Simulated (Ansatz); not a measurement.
Consider MoSeTe/WSe2 (van der Waals superlattice) (P3m1).

The structure was built from a prototype and need not be the compound's stable phase.

```xyz
6
Lattice="3.2866 0.0000 0.0000 -1.6433 2.8463 0.0000 0.0000 0.0000 12.6233" Properties=species:S:1:pos:R:3 pbc="T T T"
Mo    0.0000    1.8975    3.3544
Se    1.6433    0.9488    4.9843
Te    1.6433    0.9488    1.4661
W     1.6433    0.9488    9.4228
Se    0.0000    0.0000   11.0812
Se    0.0000    0.0000    7.7616
```

The structure was relaxed with PBEsol-D3(BJ). The runs that relaxed it are not among those shown. Spin-orbit coupling is left out unless a run names it.

Gaps computed with Ansatz 0.2.0 without a self-energy: PBEsol 0.43 eV, PBEsol+SOC 0.36 eV and HSE06 0.87 eV.

Question: What gap should G0W0 on PBEsol give (6×6×2 mesh, 492 empty bands, screening to 150 eV, PAW set soft_1 files)?

About 0.76 eV: on its mesh the run moves the gap from 0.55 eV by +0.33 eV, and the mesh misses the edges by 0.12 eV. Among the scalar-relativistic levels given, HSE06 is nearest (+0.11 eV). Spin-orbit coupling is not in that value; its −0.07 eV at the PBEsol level would bring it to about 0.69 eV. Bands and cutoff are finite, so the gap is not at the basis limit. The miss can reach some tenths of an eV and take either sign; the mesh is an error of its own. The 6×6×2 mesh is coarse for this cell (its supercell is 20 Å along the shortest edge). The RPA ε∞ on it, from the PBEsol start, is 11.02 and 17.92; such meshes misread the long-range screening, most where the gap is narrow. The many-body steps are scalar-relativistic: spin-orbit coupling is not in them.

[Paths, hosts, dates, memory and timing lines, banners, echoed tables and standing remarks are left out of the program output.]

[Logs are printed without paths, hosts, clocks, repeated set-up lines and the standing remarks that a program may print on its own settings, such as how far it seeks lower states.]

[Runs of the session that timed out or met a known fault of the program may be left out.]

[Cells called generated may have been cut or substituted from an entry of the Crystallography Open Database or the Materials Project.]

[Hosts, paths, dates, database ids (printed as entryN), source tags and the programs' standing remarks are cut or masked in the printed files.]
